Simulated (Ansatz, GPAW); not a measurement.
# CSeO (model structure): optical spectrum from first principles

Wanted: where CSeO (model structure) starts to absorb, how strongly, and its refractive index. The cell was made here by substitution or stacking, whether or not such a phase is known. It was built so: All S replaced by Se in the R3m structure of CSO. The cell is first relaxed with Ansatz.

Method: DFT, LDA, plane-wave PAW (GPAW data sets), scalar-relativistic, RPA, optical limit, in GPAW 26.7.0.

## 1. Starting point

Symmetry: R3m, No. 160, trigonal system. The conventional cell has a = 6.948 Å, b = 6.948 Å, c = 6.402 Å, α = 90.00°, β = 90.00°, γ = 120.00°. Se has 1 C at 1.64 Å nearest. Nearest to O lie 1 C at 1.24 Å. Nearest to C lie 1 O at 1.24 Å and 1 Se at 1.64 Å. All S replaced by Se in the R3m structure of CSO. Farther neighbours and most contacts between anions are not listed.

## 2. Relaxation

Spectra hang on bond lengths, so the cell is first brought to its minimum.

This step: DFT, LDA, plane-wave PAW, default files, scalar-relativistic, relaxation (Ansatz 0.2.0).

input.yaml reads:

```yaml
crystal:
  lattice:
    - [3.4740248617, 2.005729189, 2.1341168]
    - [-3.4740248617, 2.005729189, 2.1341168]
    - [0.0, -4.0114583781, 2.1341168]
  atoms:
    - { symbol: Se, position: [0.541004, 0.541004, 0.541004] }
    - { symbol: O, position: [0.991493, 0.991493, 0.991493] }
    - { symbol: C, position: [0.797703, 0.797703, 0.797703] }
kpoints:
  mp_grid: { grid: [5, 5, 5] }
scf:
  occupations: { method: fermi_dirac, width: 0.05 }
hamiltonian:
  xc: lda
output:
  forces: true
  stress: true
relax:
  f_tol: 0.02
  max_steps: 50
  cell: {}
```

Command:

```console
ansatz run input.yaml --threads 1 --pin off --max-ram 4096MiB --backend cpu --events-out ev --progress --plain --runs-dir out
```

Numbers of over 12 decimals in the logs are rounded to 6 here.

The log of the run:

```text
Engine: ansatz 0.2.0, aarch64-unknown-linux-gnu
Pseudopotentials: kind: paw
Pseudopotential: Se, paw, valence charge 16, recommended cutoff 420 eV (normal), Se.paw.azcp
Pseudopotential: O, paw, valence charge 6, recommended cutoff 420 eV (normal), O.paw.azcp
Pseudopotential: C, paw, valence charge 4, recommended cutoff 420 eV (normal), C.paw.azcp
Functional definition: SPW92
  exchange = slater_x
  correlation = pw_c
Crystal: 3 atoms, lattice volume = 89.223 Å³
Basis set: ecut = 420 eV, 1771 PW (Γ)
Bands: 17, of which v1, the nominal top of the filled ones, is band 13 counted from 1 (12 counted from 0)
Symmetry: 6 space group operations
Space group: R3m (ITA 160), of the structure as read, at distance tolerance 4.5e-5 Å
k-points: 19 of 125 (time reversal used)
Non-local potential: Se, projectors of the file, l = 0: 2, l = 1: 2, l = 2: 3, l = 3: 1
Non-local potential: O, projectors of the file, l = 0: 2, l = 1: 2, l = 2: 1
Non-local potential: C, projectors of the file, l = 0: 2, l = 1: 2, l = 2: 1
PAW form: soft (Blöchl's): semilocal exchange-correlation on the pseudo side does not see the compensation charge
PAW frozen core: Se, regenerated for the run's functional, and the local potential with it (the file was generated under x = pbe(κ = 0.804, μ = 0.219515), c = pbe(β = 0.066725))
PAW frozen core: O, regenerated for the run's functional, and the local potential with it (the file was generated under x = pbe(κ = 0.804, μ = 0.219515), c = pbe(β = 0.066725))
PAW frozen core: C, regenerated for the run's functional, and the local potential with it (the file was generated under x = pbe(κ = 0.804, μ = 0.219515), c = pbe(β = 0.066725))
PAW one-centre angular grid: Se, 590 points (default); XC on 64 Gauss nodes
PAW one-centre angular grid: O, 110 points (default); XC on 64 Gauss nodes
PAW one-centre angular grid: C, 110 points (default); XC on 64 Gauss nodes
Initial density: superposition of atomic densities (neutral atoms: chi_scale 0, normalization atom), corrected by the library's trained network
Initial wavefunctions: pseudopotential atomic-orbital guess
Functional: x = slater, c = lda
SCF iter   1: F=—  HF=-6179.002415 eV  |F-HF|=—  |Δ(HF+E_count)|=         —  Δρ=5.05e-3  dr2=2.63e-2  ethr=1.77e-3  ⟨swp⟩=6.0  Hψ=1737  notcnv=0
preconditioner: auto → none  [insulator: Δε(μ)=4.345 eV  Ē_g=10.537 eV  σ=0.050 eV  W_gap=1.00  n_scr=12 (ndim 8)  ℏωp=14.7 eV  f_vac=0.351  D(μ)=0.00/eV (n_scr^D=0)  ε∞_Penn≈2.9]
SCF iter   2: F=—  HF=-6179.001960 eV  |F-HF|=—  |Δ(HF+E_count)|=   4.55e-4  Δρ=3.49e-3  dr2=1.95e-2  ethr=1.01e-4  ⟨swp⟩=2.2  Hψ=675  notcnv=0
SCF iter   3: F=—  HF=-6178.998330 eV  |F-HF|=—  |Δ(HF+E_count)|=   3.63e-3  Δρ=1.84e-3  dr2=2.39e-3  ethr=7.49e-5  ⟨swp⟩=2.0  Hψ=499  notcnv=0
SCF iter   4: F=—  HF=-6178.998240 eV  |F-HF|=—  |Δ(HF+E_count)|=   9.00e-5  Δρ=1.03e-3  dr2=1.05e-3  ethr=9.20e-6  ⟨swp⟩=2.1  Hψ=443  notcnv=0
SCF iter   5: F=—  HF=-6178.998038 eV  |F-HF|=—  |Δ(HF+E_count)|=   2.02e-4  Δρ=1.69e-4  dr2=1.48e-5  ethr=4.03e-6  ⟨swp⟩=2.0  Hψ=415  notcnv=0
SCF iter   6: F=—  HF=-6178.998039 eV  |F-HF|=—  |Δ(HF+E_count)|=   7.51e-7  Δρ=5.84e-5  dr2=1.27e-6  ethr=5.70e-8  ⟨swp⟩=2.0  Hψ=411  notcnv=0
SCF iter   7: F=-6178.998039 eV  HF=-6178.998039 eV  |F-HF|=3.45e-8  |Δ(HF+E_count)|=   4.96e-7  Δρ=1.16e-5  dr2=6.36e-8  ethr=3.85e-10  ⟨swp⟩=3.8  Hψ=1369  notcnv=0
SCF 1 converged in 7 iterations: F = -6178.998039 eV  dr2 = 6.36e-8
  greatest PAW one-centre occupation: 1.000 electrons in one spin orbital (limit 2), on the Se atom at site 0 (counted from 0), in its partial waves of l = 2
relax step   1: F+E_penalty+E_count = -6178.99803912 eV  Δ(F+E_penalty+E_count) = +0.000e0 eV  max|allowed force component| = 7.673e0 eV/Å  Δτ_max = 0.0000 Å  P = -3.269 GPa  Ω = 89.223 Å³  (7 SCF iters, dr2 threshold 1.00e-7 eV, accepted)
Crystal: 3 atoms, lattice volume = 82.371 Å³
Basis set: ecut = 420 eV, 1657 PW (Γ)
Initial density: handed on by an earlier stage of this run
Initial wavefunctions: those handed on with the density
iter 1 solved again at ethr=3.38e-4 eV; its pass at ethr=3.10e-3 eV (dr2=8.78e-2 eV) is discarded
SCF iter   1: F=—  HF=-6179.355149 eV  |F-HF|=—  |Δ(HF+E_count)|=         —  Δρ=1.25e-2  dr2=8.80e-2  ethr=3.38e-4  ⟨swp⟩=1.6  Hψ=2029  notcnv=0
preconditioner: auto → none  [insulator: Δε(μ)=4.344 eV  Ē_g=10.853 eV  σ=0.050 eV  W_gap=1.00  n_scr=12 (ndim 8)  ℏωp=15.3 eV  f_vac=0.289  D(μ)=0.00/eV (n_scr^D=0)  ε∞_Penn≈3.0]
SCF iter   2: F=—  HF=-6179.328154 eV  |F-HF|=—  |Δ(HF+E_count)|=   2.70e-2  Δρ=6.45e-3  dr2=2.92e-2  ethr=3.38e-4  ⟨swp⟩=2.1  Hψ=471  notcnv=0
SCF iter   3: F=—  HF=-6179.326084 eV  |F-HF|=—  |Δ(HF+E_count)|=   2.07e-3  Δρ=5.04e-3  dr2=2.31e-2  ethr=1.12e-4  ⟨swp⟩=3.0  Hψ=578  notcnv=0
SCF iter   4: F=—  HF=-6179.321249 eV  |F-HF|=—  |Δ(HF+E_count)|=   4.83e-3  Δρ=8.80e-4  dr2=3.41e-4  ethr=8.89e-5  ⟨swp⟩=2.1  Hψ=550  notcnv=0
SCF iter   5: F=—  HF=-6179.321234 eV  |F-HF|=—  |Δ(HF+E_count)|=   1.47e-5  Δρ=5.03e-4  dr2=1.90e-4  ethr=1.31e-6  ⟨swp⟩=2.0  Hψ=441  notcnv=0
SCF iter   6: F=—  HF=-6179.321201 eV  |F-HF|=—  |Δ(HF+E_count)|=   3.33e-5  Δρ=8.11e-5  dr2=2.44e-6  ethr=7.29e-7  ⟨swp⟩=2.1  Hψ=417  notcnv=0
SCF iter   7: F=-6179.321202 eV  HF=-6179.321202 eV  |F-HF|=7.45e-8  |Δ(HF+E_count)|=   7.83e-7  Δρ=2.44e-5  dr2=2.29e-7  ethr=1.15e-9  ⟨swp⟩=5.0  Hψ=1260  notcnv=0
SCF 2 converged in 7 iterations: F = -6179.321202 eV  dr2 = 2.29e-7
relax step   2: F+E_penalty+E_count = -6179.32120189 eV  Δ(F+E_penalty+E_count) = -3.232e-1 eV  max|allowed force component| = 2.995e0 eV/Å  Δτ_max = 0.0480 Å  P = -0.878 GPa  Ω = 82.371 Å³  energy of the carried Pulay correction = +1.264e-2 eV  (7 SCF iters, dr2 threshold 3.00e-7 eV, accepted)
Crystal: 3 atoms, lattice volume = 72.944 Å³
Basis set: ecut = 420 eV, 1387 PW (Γ)
iter 1 solved again at ethr=3.36e-4 eV; its pass at ethr=3.10e-3 eV (dr2=8.73e-2 eV) is discarded
SCF iter   1: F=—  HF=-6179.450959 eV  |F-HF|=—  |Δ(HF+E_count)|=         —  Δρ=1.38e-2  dr2=8.73e-2  ethr=3.36e-4  ⟨swp⟩=1.5  Hψ=2109  notcnv=0
preconditioner: auto → none  [insulator: Δε(μ)=4.153 eV  Ē_g=11.076 eV  σ=0.050 eV  W_gap=1.00  n_scr=12 (ndim 8)  ℏωp=16.3 eV  f_vac=0.215  D(μ)=0.00/eV (n_scr^D=0)  ε∞_Penn≈3.2]
SCF iter   2: F=—  HF=-6179.426525 eV  |F-HF|=—  |Δ(HF+E_count)|=   2.44e-2  Δρ=7.25e-3  dr2=3.19e-2  ethr=3.36e-4  ⟨swp⟩=2.4  Hψ=467  notcnv=0
SCF iter   3: F=—  HF=-6179.422498 eV  |F-HF|=—  |Δ(HF+E_count)|=   4.03e-3  Δρ=5.01e-3  dr2=1.60e-2  ethr=1.23e-4  ⟨swp⟩=2.6  Hψ=715  notcnv=0
[...]
SCF 3 converged in 7 iterations: F = -6179.418956 eV  dr2 = 7.88e-8
relax step   3: F+E_penalty+E_count = -6179.41895566 eV  Δ(F+E_penalty+E_count) = -9.775e-2 eV  max|allowed force component| = 1.123e0 eV/Å  Δτ_max = 0.0875 Å  P = +0.888 GPa  Ω = 72.944 Å³  energy of the carried Pulay correction = +3.178e-2 eV  (7 SCF iters, dr2 threshold 3.00e-7 eV, accepted)
[... from here on, the SCF cycles and remarks between the steps are left out ...]
relax step   4: F+E_penalty+E_count = -6179.44846888 eV  Δ(F+E_penalty+E_count) = -2.951e-2 eV  max|allowed force component| = 5.698e-1 eV/Å  Δτ_max = 0.0460 Å  P = +0.125 GPa  Ω = 68.378 Å³  energy of the carried Pulay correction = +4.188e-2 eV  (7 SCF iters, dr2 threshold 3.00e-7 eV, accepted)
relax step   5: F+E_penalty+E_count = -6179.46507290 eV  Δ(F+E_penalty+E_count) = -1.660e-2 eV  max|allowed force component| = 2.459e-1 eV/Å  Δτ_max = 0.0043 Å  P = -0.495 GPa  Ω = 64.949 Å³  energy of the carried Pulay correction = +4.986e-2 eV  (6 SCF iters, dr2 threshold 3.00e-7 eV, accepted)
relax step   6: F+E_penalty+E_count = -6179.47379228 eV  Δ(F+E_penalty+E_count) = -8.719e-3 eV  max|allowed force component| = 1.546e-1 eV/Å  Δτ_max = 0.0034 Å  P = -0.139 GPa  Ω = 62.302 Å³  energy of the carried Pulay correction = +5.627e-2 eV  (7 SCF iters, dr2 threshold 3.00e-7 eV, accepted)
relax step   7: F+E_penalty+E_count = -6179.47331517 eV  Δ(F+E_penalty+E_count) = +4.771e-4 eV  max|allowed force component| = 1.477e-2 eV/Å  Δτ_max = 0.0077 Å  P = +0.035 GPa  Ω = 62.743 Å³  energy of the carried Pulay correction = +5.519e-2 eV  (5 SCF iters, dr2 threshold 3.00e-7 eV, accepted)
relax step   8: F+E_penalty+E_count = -6179.47285078 eV  Δ(F+E_penalty+E_count) = +4.644e-4 eV  max|allowed force component| = 2.982e-2 eV/Å  Δτ_max = 0.0047 Å  P = -0.036 GPa  Ω = 62.956 Å³  energy of the carried Pulay correction = +5.466e-2 eV  (6 SCF iters, dr2 threshold 1.58e-8 eV, accepted)
relax step   9: F+E_penalty+E_count = -6179.47286412 eV  Δ(F+E_penalty+E_count) = -1.334e-5 eV  max|allowed force component| = 1.048e-3 eV/Å  Δτ_max = 0.0002 Å  P = +0.002 GPa  Ω = 62.953 Å³  energy of the carried Pulay correction = +5.467e-2 eV  (4 SCF iters, dr2 threshold 5.56e-8 eV, accepted)
relax step  10: F+E_penalty+E_count = -6179.45775400 eV  Δ(F+E_penalty+E_count) = +1.511e-2 eV  max|allowed force component| = 1.104e-2 eV/Å  Δτ_max = 0.0000 Å  P = -0.362 GPa  Ω = 62.953 Å³  stress off target by 3.76e-1 GPa  SCF on the basis re-selected at this cell (its energy is not comparable with the rows above)  (8 SCF iters)
relax step  11: F+E_penalty+E_count = -6179.46284610 eV  Δ(F+E_penalty+E_count) = -5.092e-3 eV  max|allowed force component| = 2.709e-3 eV/Å  Δτ_max = 0.0040 Å  P = -0.189 GPa  Ω = 61.797 Å³  energy of the carried Pulay correction = +3.063e-3 eV  (6 SCF iters, dr2 threshold 3.00e-7 eV, accepted)
relax step  12: F+E_penalty+E_count = -6179.46508010 eV  Δ(F+E_penalty+E_count) = -2.234e-3 eV  max|allowed force component| = 1.579e-3 eV/Å  Δτ_max = 0.0035 Å  P = -0.060 GPa  Ω = 61.130 Å³  energy of the carried Pulay correction = +4.774e-3 eV  (6 SCF iters, dr2 threshold 1.05e-7 eV, accepted)
relax step  13: F+E_penalty+E_count = -6179.46613314 eV  Δ(F+E_penalty+E_count) = -1.053e-3 eV  max|allowed force component| = 1.087e-3 eV/Å  Δτ_max = 0.0009 Å  P = -0.001 GPa  Ω = 60.759 Å³  energy of the carried Pulay correction = +5.750e-3 eV  (6 SCF iters, dr2 threshold 1.20e-8 eV, accepted)
relax step  14: F+E_penalty+E_count = -6179.46115055 eV  Δ(F+E_penalty+E_count) = +4.983e-3 eV  max|allowed force component| = 6.087e-4 eV/Å  Δτ_max = 0.0000 Å  P = -0.097 GPa  Ω = 60.759 Å³  stress off target by 1.15e-1 GPa  SCF on the basis re-selected at this cell (its energy is not comparable with the rows above)  (7 SCF iters)
relax step  15: F+E_penalty+E_count = -6179.46293787 eV  Δ(F+E_penalty+E_count) = -1.787e-3 eV  max|allowed force component| = 7.894e-4 eV/Å  Δτ_max = 0.0007 Å  P = -0.004 GPa  Ω = 60.181 Å³  energy of the carried Pulay correction = +1.584e-3 eV  (6 SCF iters, dr2 threshold 3.32e-8 eV, accepted)
iter 1 solved again at ethr=1.53e-7 eV; its pass at ethr=3.10e-3 eV (dr2=3.99e-5 eV) is discarded
SCF iter   1: F=—  HF=-6179.461391 eV  |F-HF|=—  |Δ(HF+E_count)|=         —  Δρ=6.51e-5  dr2=4.09e-7  ethr=1.53e-7  ⟨swp⟩=3.0  Hψ=2626  notcnv=0
preconditioner: auto → none  [insulator: Δε(μ)=3.564 eV  Ē_g=11.193 eV  σ=0.050 eV  W_gap=1.00  n_scr=12 (ndim 8)  ℏωp=17.9 eV  f_vac=0.093  D(μ)=0.00/eV (n_scr^D=0)  ε∞_Penn≈3.6]
SCF iter   2: F=—  HF=-6179.461392 eV  |F-HF|=—  |Δ(HF+E_count)|=   8.75e-7  Δρ=3.12e-5  dr2=2.02e-7  ethr=1.57e-9  ⟨swp⟩=2.0  Hψ=475  notcnv=0
SCF iter   3: F=—  HF=-6179.461392 eV  |F-HF|=—  |Δ(HF+E_count)|=   3.79e-8  Δρ=2.08e-5  dr2=1.82e-7  ethr=7.77e-10  ⟨swp⟩=2.0  Hψ=475  notcnv=0
SCF iter   4: F=—  HF=-6179.461392 eV  |F-HF|=—  |Δ(HF+E_count)|=   3.21e-8  Δρ=3.12e-6  dr2=1.76e-9  ethr=7.00e-10  ⟨swp⟩=2.0  Hψ=414  notcnv=0
SCF iter   5: F=—  HF=-6179.461392 eV  |F-HF|=—  |Δ(HF+E_count)|=  3.53e-10  Δρ=1.14e-6  dr2=8.15e-10  ethr=6.76e-12  ⟨swp⟩=2.0  Hψ=567  notcnv=0
SCF iter   6: F=-6179.461392 eV  HF=-6179.461392 eV  |F-HF|=1.18e-11  |Δ(HF+E_count)|=  1.54e-10  Δρ=2.86e-7  dr2=2.22e-11  ethr=1.00e-12  ⟨swp⟩=5.0  Hψ=1680  notcnv=0
SCF 16 converged in 6 iterations: F = -6179.461392 eV  dr2 = 2.22e-11
relax step  16: F+E_penalty+E_count = -6179.46139190 eV  Δ(F+E_penalty+E_count) = +1.546e-3 eV  max|allowed force component| = 4.185e-4 eV/Å  Δτ_max = 0.0000 Å  P = -0.017 GPa  Ω = 60.181 Å³  stress off target by 2.05e-2 GPa  SCF on the basis re-selected at this cell (its energy is not comparable with the rows above)  (6 SCF iters)
basis re-selected at this cell: Δ(F+E_penalty+E_count) = +1.546e-3 eV, ΔP = -0.014 GPa vs the last step (what re-selecting the basis moved, of the pressure what is left beyond the Pulay correction that the steps carried, after the strain that the cell walked since its last selection, with what the two solves' SCF thresholds leave and, on support functions, any second-order correction that the steps lacked; it is no m [...]
SCF converged after 6 iterations
Free energy (F): -6179.461392 eV
Harris-Foulkes:  -6179.461392 eV  (|F-HF|=1.18e-11)
Internal energy: -6179.461392 eV  (E = F + TS)
E sigma→0 (E₀):  -6179.461392 eV
Fermi energy:    3.876978 eV
--- Per-component energies (eV) ---
  E_band       = -532.652249
  E_kinetic    = 376.417443
  E_local      = -3451.510200  (includes V_loc(G=0)·N_el)
  E_nonlocal   = -508.485903
  E_hartree    = 1563.476744
  E_xc         = -218.984833
  E_vxc        = -244.692977  (∫ρ·V_xc dr)
  E_paw        = -2066.185576  (= ΣΔE_a)
  E_vpaw       = 168.664037  (= ΣTr[D̂ρ^β])
  E_aug_tail   = 0.001845  (compensation charges beyond the density's cutoff)
  E_ewald      = -1876.568027
  E_core_change = 2.377116  (= ΣΔE_core)
  E_smearing   = -0.000000  (= −TS)
  E_closure    = -0.000000  (closes the sum)
  Σ components = -6179.461392   (vs F -6179.461392, Δ=0.00e0)
--- Forces (eV/Å), atoms counted from 1 ---
  atom   1  Se     0.00000000    -0.00000000     0.00034793
  atom   2  O      0.00000000     0.00000000    -0.00041607
  atom   3  C     -0.00000000    -0.00000000     0.00007537
  max |Σ_I F_I| component: 7.24e-6 eV/Å
--- Stress (GPa, compression-positive) ---
       -0.020533       0.000000      -0.000000
        0.000000      -0.020533      -0.000000
        0.000000      -0.000000      -0.011081
  P = ⅓ Tr σ = -0.0174 GPa (-0.174 kbar)
--- Relaxed structure (13 steps of the walk, 13 accepted, 3 SCFs on fresh bases) ---
  F+E_penalty+E_count = -6179.46139190 eV   max|allowed force component| = 4.185e-4 eV/Å   (the final SCF, on the basis selected at the relaxed cell)
  cell:  # Å, volume = 60.1807 Å³
    - [3.007016, 1.736102, 1.921298]
    - [-3.007016, 1.736102, 1.921298]
    - [0, -3.472203, 1.921298]
  atoms:
    - { symbol: Se, position: [0.513142, 0.513142, 0.513142] }
    - { symbol: O, position: [1.009143, 1.009143, 1.009143] }
    - { symbol: C, position: [0.807914, 0.807914, 0.807914] }
```

Wall time 38 s (1 thread of Arm Neoverse V1, shared host); peak memory 0.34 GiB.

Relaxation path:

```
step  energy less that of the first step (eV)  largest force component (eV/Å)  pressure (GPa)  volume (Å³)
   1                                   0.0000                          7.6734           -3.27        89.22
   2                                  -0.3232                          2.9949           -0.88        82.37
   3                                  -0.4209                          1.1235            0.89        72.94
   4                                  -0.4504                          0.5698            0.13        68.38
   5                                  -0.4670                          0.2459           -0.49        64.95
   6                                  -0.4758                          0.1546           -0.14        62.30
   7                                  -0.4753                          0.0148            0.03        62.74
   8                                  -0.4748                          0.0298           -0.04        62.96
   9                                  -0.4748                          0.0010            0.00        62.95
 10*                                  -0.4597                          0.0110           -0.36        62.95
  11                                  -0.4648                          0.0027           -0.19        61.80
  12                                  -0.4670                          0.0016           -0.06        61.13
  13                                  -0.4681                          0.0011            0.00        60.76
 14*                                  -0.4631                          0.0006           -0.10        60.76
  15                                  -0.4649                          0.0008            0.00        60.18
 16*                                  -0.4634                          0.0004           -0.02        60.18
```

Relaxation steps marked * repeat the geometry before them on a plane-wave basis chosen anew for their cell, so energy and pressure can jump there.

The run keeps the 6 symmetry operations that it works with, so distortions that break them were not tested.

```
     cell as run  before  after   change
           a (Å)   4.544  3.968  -12.7 %
           b (Å)   4.544  3.968  -12.7 %
           c (Å)   4.544  3.968  -12.7 %
           α (°)   99.74  98.53   -1.2 %
           β (°)   99.74  98.53   -1.2 %
           γ (°)   99.74  98.53   -1.2 %
volume (Å³/atom)   29.74  20.06  -32.5 %
```

The atoms that moved most (Å, as changes of fractional coordinates times the final cell):

```
atom     dx     dy      dz  length
 Se1  0.000  0.000  -0.161   0.161
  O2  0.000  0.000   0.102   0.102
  C3  0.000  0.000   0.059   0.059
```

The relaxed structure:

```cif
data_structure
_symmetry_space_group_name_H-M 'P 1'
_symmetry_Int_Tables_number 1
_cell_length_a 3.9683
_cell_length_b 3.9683
_cell_length_c 3.9683
_cell_angle_alpha 98.533
_cell_angle_beta 98.533
_cell_angle_gamma 98.533
_cell_volume 60.18
loop_
_atom_site_label
_atom_site_type_symbol
_atom_site_fract_x
_atom_site_fract_y
_atom_site_fract_z
_atom_site_occupancy
Se1 Se 0.51314 0.51314 0.51314 1
O2 O 0.00914 0.00914 0.00914 1
C3 C 0.80791 0.80791 0.80791 1
```

The relaxation ends with a largest force component of 4.2e-4 eV/Å and a pressure of -0.02 GPa.

(Continued in part 2 of 3.)

[Machine, clock and banner lines and Python warnings are left out of the logs.]

[Logs are printed without paths, hosts, clocks, repeated set-up lines and the standing remarks that a program may print on its own settings, such as how far it seeks lower states.]

[Hosts, paths, dates, database ids (printed as entryN), source tags and the programs' standing remarks are cut or masked in the printed files.]
